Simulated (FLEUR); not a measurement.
# How the basis cutoff moves the magnetism of FePt (Tetraferroplatinum), part 3 of 4

Aim: see how far the moments and order energies of FePt (Tetraferroplatinum) move with the basis cutoff, and what each rung costs.

FLEUR MaX-R8.1; PBE; all-electron FLAPW, Dirac cores, scalar-relativistic bands.

So far, largest spin moment in the muffin-tin sphere (μB): step 2 (rung 1 (Kmax 2.16 1/bohr), start ferro +) 2.56; step 4 (rung 2 (Kmax 2.52 1/bohr), start ferro +) 3.00; step 5 (rung 2 (Kmax 2.52 1/bohr), start antiferro q=(0,1/2,0) +-) 2.97; step 6 (rung 3 (Kmax 2.88 1/bohr), start ferro +) 2.99; step 7 (rung 3 (Kmax 2.88 1/bohr), start antiferro q=(0,1/2,0) +-) 2.95.

## (8) Rung 4 (Kmax 3.24 1/bohr), start ferro +

The k list default-1 (kpts.xml, not shown) is a Γ-centred 10×10×10 mesh.

The input, inp.xml:

```
<?xml version="1.0" encoding="UTF-8" standalone="no"?>
<fleurInput fleurInputVersion="0.39">
   <comment>
      FePt
   </comment>
   <calculationSetup>
      <cutoffs Kmax="3.24" Gmax="9.7" GmaxXC="9.7" numbands="0"/>
      <scfLoop itmax="120" minDistance="0.00002" maxIterBroyd="15" imix="Anderson" alpha="0.05" precondParam="0.0" spinf="2.0" sdNocoIR="T"/>
      <coreElectrons ctail="T" frcor="F" kcrel="0" coretail_lmax="0"/>
      <xcFunctional name="pbe" relativisticCorrections="F"/>
      <magnetism jspins="2"/>
      <soc l_soc="F" theta="0.0" phi="0.0" spav="F"/>
      <expertModes spex="0" secvar="F"/>
      <geometryOptimization l_f="F" forcealpha="1.0" forcemix="BFGS" epsdisp="0.00001" epsforce="0.00001"/>
      <ldaU l_linMix="F" mixParam="0.05" spinf="1.0"/>
   </calculationSetup>
   <cell>
      <bzIntegration valenceElectrons="32.0" mode="hist" fermiSmearingEnergy="0.00183747">
         <kPointListSelection listName="default-1"/>
         <xi:include xmlns:xi="http://www.w3.org/2001/XInclude" href="kpts.xml"> </xi:include>
      </bzIntegration>
      <xi:include xmlns:xi="http://www.w3.org/2001/XInclude" href="sym.xml"> </xi:include>
      <bulkLattice scale="1.0">
         <bravaisMatrix>
            <row-1>    5.1466691003480998     0.0000000000000000     0.0000000000000000</row-1>
            <row-2>    0.0000000000000000     5.1466691003480998     0.0000000000000000</row-2>
            <row-3>    0.0000000000000000     0.0000000000000000     7.0297811835120001</row-3>
         </bravaisMatrix>
      </bulkLattice>
   </cell>
   <atomSpecies>
      <species name="Iron (Fe) 2.800" element="Fe" atomicNumber="26">
         <mtSphere radius="2.47" gridPoints="817" logIncrement="0.015"/>
         <atomicCutoffs lmax="10" lnonsphr="8"/>
         <electronConfig flipSpins="F">
            <coreConfig>(1s1/2) (2s1/2) (2p1/2) (2p3/2)</coreConfig>
            <valenceConfig>(3s1/2) (3p1/2) (3p3/2) (4s1/2) (3d3/2) (3d5/2)</valenceConfig>
            <stateOccupation state="(3d3/2)" spinUp="1.4" spinDown="1.0"/>
            <stateOccupation state="(3d5/2)" spinUp="3.0" spinDown="0.6"/>
         </electronConfig>
         <energyParameters s="4" p="4" d="3" f="4"/>
         <lo type="SCLO" l="0" n="3" eDeriv="0"/>
         <lo type="SCLO" l="1" n="3" eDeriv="0"/>
      </species>
      <species name="Platinum (Pt)" element="Pt" atomicNumber="78">
         <mtSphere radius="2.47" gridPoints="817" logIncrement="0.016"/>
         <atomicCutoffs lmax="10" lnonsphr="8"/>
         <electronConfig flipSpins="F">
            <coreConfig>(1s1/2) (2s1/2) (2p1/2) (2p3/2) (3s1/2) (3p1/2) (3p3/2) (4s1/2) (3d3/2) (3d5/2) (4p1/2) (4p3/2) (5s1/2) (4d3/2) (4d5/2) (4f5/2) (4f7/2)</coreConfig>
            <valenceConfig>(5p1/2) (5p3/2) (6s1/2) (5d3/2) (5d5/2)</valenceConfig>
            <stateOccupation state="(6s1/2)" spinUp="0.500000" spinDown="0.500000"/>
            <stateOccupation state="(5d3/2)" spinUp="1.800000" spinDown="1.800000"/>
            <stateOccupation state="(5d5/2)" spinUp="2.700000" spinDown="2.700000"/>
         </electronConfig>
         <energyParameters s="6" p="6" d="5" f="5"/>
         <lo type="SCLO" l="1" n="5" eDeriv="0"/>
      </species>
   </atomSpecies>
   <atomGroups>
      <atomGroup species="Iron (Fe) 2.800">
         <relPos label="                   1">.0000000000 .0000000000 .0000000000</relPos>
         <force calculate="T" relaxXYZ="TTT"/>
      </atomGroup>
      <atomGroup species="Platinum (Pt)">
         <relPos label="                   2">1.000/2.000 1.000/2.000 1.000/2.000</relPos>
         <force calculate="T" relaxXYZ="TTT"/>
      </atomGroup>
   </atomGroups>
   <output dos="F" band="F" slice="F">
      <bandDOS minEnergy="-.5*Htr" maxEnergy="0.5*Htr" sigma="0.015" storeEVData="T"/>
      <plotting iplot="0" polar="F">
         <plot TwoD="T" vec1="  1.0  0.0  0.0" vec2="  0.0  1.0  0.0" vec3="  0.0  0.0  1.0" zero="  0.0  0.0  0.0" file="plot"/>
      </plotting>
      <moessbauerParams electricFieldGradient="F" isomerShift="F" coreHyperfine="F" valenceHyperfine="F"/>
   </output>
</fleurInput>
```

The input, crystal.txt:

```
FePt
&input film=F cartesian=F /
2.72350000000  0.00000000000  0.00000000000
0.00000000000  2.72350000000  0.00000000000
0.00000000000  0.00000000000  3.72000000000
1.8897261246
1.0 1.0 1.0

2
26 0.00000000000  0.00000000000  0.00000000000 : 2.800
78 0.50000000000  0.50000000000  0.50000000000

&kpt div1=10 div2=10 div3=10 gamma=T /
```

Launch:

```bash
$ OMP_NUM_THREADS=1 inpgen -f crystal.txt > inpgen.log  # inp.xml is then edited as shown
$ OMP_NUM_THREADS=1 mpirun -n 4 fleur_MPI > fleur.log
```

The program printed:

```text
[banner, memory and clock lines left out]
Welcome to FLEUR        (www.flapw.de)
      MaX-Release 8.1          (www.max-centre.eu)

 ========== k-point set info ==========
 Selected k-point list: default-1
 k-point list type: mesh
 0 x 0 x 0
 Number of k points: 128

 [... set-up left out ...]
 Iteration:     1   Distance:      40.16028627 me/bohr^3
 Iteration:     2   Distance:      16.41106025 me/bohr^3
 Iteration:     3   Distance:      13.51996362 me/bohr^3
 Iteration:     4   Distance:       9.99726238 me/bohr^3
 Iteration:     5   Distance:      10.06955513 me/bohr^3
[...]
<sumOfEigenvalues value="   -12063.6766191955">
               <coreElectrons value="-12044.7543919395"/>
               <valenceElectrons value="-18.9222272561"/>
            </sumOfEigenvalues>
         [... left out ...]
            <freeEnergy value="-19719.5409875177"/>
            <extrapolationTo0K value="-19719.5408291203"/>
         </totalEnergy>
         <densityConvergence units="me/bohr^3">
            <chargeDensity spin="1" distance="0.0000080787"/>
            <chargeDensity spin="2" distance="0.0000091521"/>
            <overallChargeDensity distance="0.0000125888"/>
            <spinDensity distance="0.0000118141"/>
         </densityConvergence>
      </iteration>
```

Wall time 21 s (4 MPI ranks of Arm Neoverse V2, shared host); peak memory 0.23 GiB.

Read from the output:

```
free energy                                                       : -536596.0464 eV
program's band gap on this mesh (in a metal only a level spacing) : 0.01110 eV
magnetization                                                     : 3.326 μB
final state                                                       : ferromagnetic
largest moment                                                    : 2.988 μB
```

The largest moment is that of rung 3, at 1.2 times its CPU time.

## (9) Rung 4 (Kmax 3.24 1/bohr), start antiferro q=(0,1/2,0) +-

The k list default-1 (kpts.xml, not shown) is a Γ-centred 10×5×10 mesh.

inp.xml: that of step 8 with these lines changed.

```diff
@@ -17,3 +17,3 @@
    <cell>
-      <bzIntegration valenceElectrons="32.0" mode="hist" fermiSmearingEnergy="0.00183747">
+      <bzIntegration valenceElectrons="64.0" mode="hist" fermiSmearingEnergy="0.00183747">
          <kPointListSelection listName="default-1"/>
@@ -25,3 +25,3 @@
             <row-1>    5.1466691003480998     0.0000000000000000     0.0000000000000000</row-1>
-            <row-2>    0.0000000000000000     5.1466691003480998     0.0000000000000000</row-2>
+            <row-2>    0.0000000000000000    10.2933382006961995     0.0000000000000000</row-2>
             <row-3>    0.0000000000000000     0.0000000000000000     7.0297811835120001</row-3>
@@ -39,2 +39,15 @@
             <stateOccupation state="(3d5/2)" spinUp="3.0" spinDown="0.6"/>
+         </electronConfig>
+         <energyParameters s="4" p="4" d="3" f="4"/>
+         <lo type="SCLO" l="0" n="3" eDeriv="0"/>
+         <lo type="SCLO" l="1" n="3" eDeriv="0"/>
+      </species>
+      <species name="Iron (Fe) -2.800" element="Fe" atomicNumber="26">
+         <mtSphere radius="2.47" gridPoints="817" logIncrement="0.015"/>
+         <atomicCutoffs lmax="10" lnonsphr="8"/>
+         <electronConfig flipSpins="F">
+            <coreConfig>(1s1/2) (2s1/2) (2p1/2) (2p3/2)</coreConfig>
+            <valenceConfig>(3s1/2) (3p1/2) (3p3/2) (4s1/2) (3d3/2) (3d5/2)</valenceConfig>
+            <stateOccupation state="(3d3/2)" spinUp="1.0" spinDown="1.4"/>
+            <stateOccupation state="(3d5/2)" spinUp="0.6" spinDown="3.0"/>
          </electronConfig>
@@ -63,4 +76,9 @@
       </atomGroup>
+      <atomGroup species="Iron (Fe) -2.800">
+         <relPos label="                   2">.0000000000 1.000/2.000 .0000000000</relPos>
+         <force calculate="T" relaxXYZ="TTT"/>
+      </atomGroup>
       <atomGroup species="Platinum (Pt)">
-         <relPos label="                   2">1.000/2.000 1.000/2.000 1.000/2.000</relPos>
+         <relPos label="                   3">1.000/2.000 1.000/4.000 1.000/2.000</relPos>
+         <relPos label="                   4">1.000/2.000 -1.000/4.000 1.000/2.000</relPos>
          <force calculate="T" relaxXYZ="TTT"/>
```

The input, crystal.txt:

```
FePt
&input film=F cartesian=F /
2.72350000000  0.00000000000  0.00000000000
0.00000000000  5.44700000000  0.00000000000
0.00000000000  0.00000000000  3.72000000000
1.8897261246
1.0 1.0 1.0

4
26 0.00000000000  0.00000000000  0.00000000000 : 2.800
26 0.00000000000  0.50000000000  0.00000000000 : -2.800
78 0.50000000000  0.25000000000  0.50000000000
78 0.50000000000  0.75000000000  0.50000000000

&kpt div1=10 div2=5 div3=10 gamma=T /
```

The program printed:

```text
[banner, memory and clock lines left out]
Welcome to FLEUR        (www.flapw.de)
      MaX-Release 8.1          (www.max-centre.eu)

 ========== k-point set info ==========
 Selected k-point list: default-1
 k-point list type: mesh
 10 x 5 x 10
 Number of k points: 108

 [... set-up left out ...]
 Iteration:     1   Distance:      38.89689484 me/bohr^3
 Iteration:     2   Distance:      17.17363474 me/bohr^3
 Iteration:     3   Distance:      13.74062265 me/bohr^3
 Iteration:     4   Distance:       8.28639584 me/bohr^3
 Iteration:     5   Distance:       6.72778090 me/bohr^3
[...]
<sumOfEigenvalues value="   -24127.7252644121">
               <coreElectrons value="-24089.8221287894"/>
               <valenceElectrons value="-37.9031356226"/>
            </sumOfEigenvalues>
         [... left out ...]
            <freeEnergy value="-39439.0805287264"/>
            <extrapolationTo0K value="-39439.0799771902"/>
         </totalEnergy>
         <densityConvergence units="me/bohr^3">
            <chargeDensity spin="1" distance="0.0000077476"/>
            <chargeDensity spin="2" distance="0.0000078033"/>
            <overallChargeDensity distance="0.0000114679"/>
            <spinDensity distance="0.0000105034"/>
         </densityConvergence>
      </iteration>
```

Elapsed: 78 s, on 4 MPI ranks; peak memory 0.39 GiB; 5.2 min of CPU time.

Numbers from this step:

| Item | Value |
| --- | --- |
| free energy | -1073192.0535 eV |
| program's band gap on this mesh (in a metal only a level spacing) | 3.50e-9 eV |
| magnetization | 0 μB |
| final state | antiferromagnetic |
| largest moment | 2.940 μB |

This start lies +19.7 meV a seeded atom from the first, a change of -9.8 meV since rung 3; its largest moment is 2.94 μB.

## (10) Rung 5 (Kmax 3.78 1/bohr), start ferro +

The k list default-1 (kpts.xml, not shown) is a Γ-centred 10×10×10 mesh.

inp.xml: that of step 9 with these lines changed.

```diff
@@ -6,3 +6,3 @@
    <calculationSetup>
-      <cutoffs Kmax="3.24" Gmax="9.7" GmaxXC="9.7" numbands="0"/>
+      <cutoffs Kmax="3.78" Gmax="11.3" GmaxXC="11.3" numbands="0"/>
       <scfLoop itmax="120" minDistance="0.00002" maxIterBroyd="15" imix="Anderson" alpha="0.05" precondParam="0.0" spinf="2.0" sdNocoIR="T"/>
@@ -17,3 +17,3 @@
    <cell>
-      <bzIntegration valenceElectrons="64.0" mode="hist" fermiSmearingEnergy="0.00183747">
+      <bzIntegration valenceElectrons="32.0" mode="hist" fermiSmearingEnergy="0.00183747">
          <kPointListSelection listName="default-1"/>
@@ -25,3 +25,3 @@
             <row-1>    5.1466691003480998     0.0000000000000000     0.0000000000000000</row-1>
-            <row-2>    0.0000000000000000    10.2933382006961995     0.0000000000000000</row-2>
+            <row-2>    0.0000000000000000     5.1466691003480998     0.0000000000000000</row-2>
             <row-3>    0.0000000000000000     0.0000000000000000     7.0297811835120001</row-3>
@@ -39,15 +39,2 @@
             <stateOccupation state="(3d5/2)" spinUp="3.0" spinDown="0.6"/>
-         </electronConfig>
-         <energyParameters s="4" p="4" d="3" f="4"/>
-         <lo type="SCLO" l="0" n="3" eDeriv="0"/>
-         <lo type="SCLO" l="1" n="3" eDeriv="0"/>
-      </species>
-      <species name="Iron (Fe) -2.800" element="Fe" atomicNumber="26">
-         <mtSphere radius="2.47" gridPoints="817" logIncrement="0.015"/>
-         <atomicCutoffs lmax="10" lnonsphr="8"/>
-         <electronConfig flipSpins="F">
-            <coreConfig>(1s1/2) (2s1/2) (2p1/2) (2p3/2)</coreConfig>
-            <valenceConfig>(3s1/2) (3p1/2) (3p3/2) (4s1/2) (3d3/2) (3d5/2)</valenceConfig>
-            <stateOccupation state="(3d3/2)" spinUp="1.0" spinDown="1.4"/>
-            <stateOccupation state="(3d5/2)" spinUp="0.6" spinDown="3.0"/>
          </electronConfig>
@@ -76,9 +63,4 @@
       </atomGroup>
-      <atomGroup species="Iron (Fe) -2.800">
-         <relPos label="                   2">.0000000000 1.000/2.000 .0000000000</relPos>
-         <force calculate="T" relaxXYZ="TTT"/>
-      </atomGroup>
       <atomGroup species="Platinum (Pt)">
-         <relPos label="                   3">1.000/2.000 1.000/4.000 1.000/2.000</relPos>
-         <relPos label="                   4">1.000/2.000 -1.000/4.000 1.000/2.000</relPos>
+         <relPos label="                   2">1.000/2.000 1.000/2.000 1.000/2.000</relPos>
          <force calculate="T" relaxXYZ="TTT"/>
```

The input, crystal.txt:

```
FePt
&input film=F cartesian=F /
2.72350000000  0.00000000000  0.00000000000
0.00000000000  2.72350000000  0.00000000000
0.00000000000  0.00000000000  3.72000000000
1.8897261246
1.0 1.0 1.0

2
26 0.00000000000  0.00000000000  0.00000000000 : 2.800
78 0.50000000000  0.50000000000  0.50000000000

&kpt div1=10 div2=10 div3=10 gamma=T /
```

The program printed:

```text
[banner, memory and clock lines left out]
Welcome to FLEUR        (www.flapw.de)
      MaX-Release 8.1          (www.max-centre.eu)

 ========== k-point set info ==========
 Selected k-point list: default-1
 k-point list type: mesh
 0 x 0 x 0
 Number of k points: 128

 [... set-up left out ...]
 Iteration:     1   Distance:      39.93011994 me/bohr^3
 Iteration:     2   Distance:      15.68294414 me/bohr^3
 Iteration:     3   Distance:      12.88403655 me/bohr^3
 Iteration:     4   Distance:      10.04661583 me/bohr^3
 Iteration:     5   Distance:      10.05423276 me/bohr^3
[...]
<sumOfEigenvalues value="   -12060.4931064688">
               <coreElectrons value="-12042.4635670448"/>
               <valenceElectrons value="-18.0295394240"/>
            </sumOfEigenvalues>
         [... left out ...]
            <freeEnergy value="-19719.5510641862"/>
            <extrapolationTo0K value="-19719.5509093713"/>
         </totalEnergy>
         <densityConvergence units="me/bohr^3">
            <chargeDensity spin="1" distance="0.0000051607"/>
            <chargeDensity spin="2" distance="0.0000052434"/>
            <overallChargeDensity distance="0.0000068279"/>
            <spinDensity distance="0.0000078505"/>
         </densityConvergence>
      </iteration>
```

Elapsed: 29 s, on 4 MPI ranks; peak memory 0.26 GiB.

Read from the output:

```yaml
free_energy: -536596.3206 eV
program_s_band_gap_on_this_mesh_in_a_metal_only_a_level_spacing: 0.02033 eV
magnetization: 3.329 μB
final_state: ferromagnetic
largest_moment: 2.992 μB
```

The largest moment is that of rung 4, at 1.4 times its CPU time.

## (11) Rung 5 (Kmax 3.78 1/bohr), start antiferro q=(0,1/2,0) +-

The k list default-1 (kpts.xml, not shown) is a Γ-centred 10×5×10 mesh.

inp.xml: that of step 10 with these lines changed.

```diff
@@ -17,3 +17,3 @@
    <cell>
-      <bzIntegration valenceElectrons="32.0" mode="hist" fermiSmearingEnergy="0.00183747">
+      <bzIntegration valenceElectrons="64.0" mode="hist" fermiSmearingEnergy="0.00183747">
          <kPointListSelection listName="default-1"/>
@@ -25,3 +25,3 @@
             <row-1>    5.1466691003480998     0.0000000000000000     0.0000000000000000</row-1>
-            <row-2>    0.0000000000000000     5.1466691003480998     0.0000000000000000</row-2>
+            <row-2>    0.0000000000000000    10.2933382006961995     0.0000000000000000</row-2>
             <row-3>    0.0000000000000000     0.0000000000000000     7.0297811835120001</row-3>
@@ -39,2 +39,15 @@
             <stateOccupation state="(3d5/2)" spinUp="3.0" spinDown="0.6"/>
+         </electronConfig>
+         <energyParameters s="4" p="4" d="3" f="4"/>
+         <lo type="SCLO" l="0" n="3" eDeriv="0"/>
+         <lo type="SCLO" l="1" n="3" eDeriv="0"/>
+      </species>
+      <species name="Iron (Fe) -2.800" element="Fe" atomicNumber="26">
+         <mtSphere radius="2.47" gridPoints="817" logIncrement="0.015"/>
+         <atomicCutoffs lmax="10" lnonsphr="8"/>
+         <electronConfig flipSpins="F">
+            <coreConfig>(1s1/2) (2s1/2) (2p1/2) (2p3/2)</coreConfig>
+            <valenceConfig>(3s1/2) (3p1/2) (3p3/2) (4s1/2) (3d3/2) (3d5/2)</valenceConfig>
+            <stateOccupation state="(3d3/2)" spinUp="1.0" spinDown="1.4"/>
+            <stateOccupation state="(3d5/2)" spinUp="0.6" spinDown="3.0"/>
          </electronConfig>
@@ -63,4 +76,9 @@
       </atomGroup>
+      <atomGroup species="Iron (Fe) -2.800">
+         <relPos label="                   2">.0000000000 1.000/2.000 .0000000000</relPos>
+         <force calculate="T" relaxXYZ="TTT"/>
+      </atomGroup>
       <atomGroup species="Platinum (Pt)">
-         <relPos label="                   2">1.000/2.000 1.000/2.000 1.000/2.000</relPos>
+         <relPos label="                   3">1.000/2.000 1.000/4.000 1.000/2.000</relPos>
+         <relPos label="                   4">1.000/2.000 -1.000/4.000 1.000/2.000</relPos>
          <force calculate="T" relaxXYZ="TTT"/>
```

The input, crystal.txt:

```
FePt
&input film=F cartesian=F /
2.72350000000  0.00000000000  0.00000000000
0.00000000000  5.44700000000  0.00000000000
0.00000000000  0.00000000000  3.72000000000
1.8897261246
1.0 1.0 1.0

4
26 0.00000000000  0.00000000000  0.00000000000 : 2.800
26 0.00000000000  0.50000000000  0.00000000000 : -2.800
78 0.50000000000  0.25000000000  0.50000000000
78 0.50000000000  0.75000000000  0.50000000000

&kpt div1=10 div2=5 div3=10 gamma=T /
```

The program printed:

```text
[banner, memory and clock lines left out]
Welcome to FLEUR        (www.flapw.de)
      MaX-Release 8.1          (www.max-centre.eu)

 ========== k-point set info ==========
 Selected k-point list: default-1
 k-point list type: mesh
 10 x 5 x 10
 Number of k points: 108

 [... set-up left out ...]
 Iteration:     1   Distance:      38.70041860 me/bohr^3
 Iteration:     2   Distance:      16.46335594 me/bohr^3
 Iteration:     3   Distance:      13.11738908 me/bohr^3
 Iteration:     4   Distance:       8.13241250 me/bohr^3
 Iteration:     5   Distance:       6.79846086 me/bohr^3
[...]
<sumOfEigenvalues value="   -24121.4042077086">
               <coreElectrons value="-24085.2717328090"/>
               <valenceElectrons value="-36.1324748996"/>
            </sumOfEigenvalues>
         [... left out ...]
            <freeEnergy value="-39439.1004306321"/>
            <extrapolationTo0K value="-39439.0998790292"/>
         </totalEnergy>
         <densityConvergence units="me/bohr^3">
            <chargeDensity spin="1" distance="0.0000072942"/>
            <chargeDensity spin="2" distance="0.0000071303"/>
            <overallChargeDensity distance="0.0000098246"/>
            <spinDensity distance="0.0000105626"/>
         </densityConvergence>
      </iteration>
```

Wall time 1.9 min (4 MPI ranks); peak memory 0.4 GiB.

Read from the output:

```yaml
free_energy: -1073192.5950 eV
program_s_band_gap_on_this_mesh_in_a_metal_only_a_level_spacing: 0.01018 eV
magnetization: 0 μB
final_state: antiferromagnetic
largest_moment: 2.946 μB
```

This start lies +23.1 meV a seeded atom from the first, a change of +3.4 meV since rung 4; its largest moment is 2.95 μB.

[end of part 3 of 4]

[Logs and program files are shortened in this print: banners, set-up blocks, solver, clock and traceback lines can be left out without a mark of their own.]

[Logs are printed without paths, hosts, clocks, repeated set-up lines and the standing remarks that a program may print on its own settings, such as how far it seeks lower states.]

[Hosts, paths, dates, database ids (printed as entryN), source tags and the programs' standing remarks are cut or masked in the printed files.]

[Where a cell is said to come from a database of computed structures, the database is the Materials Project.]
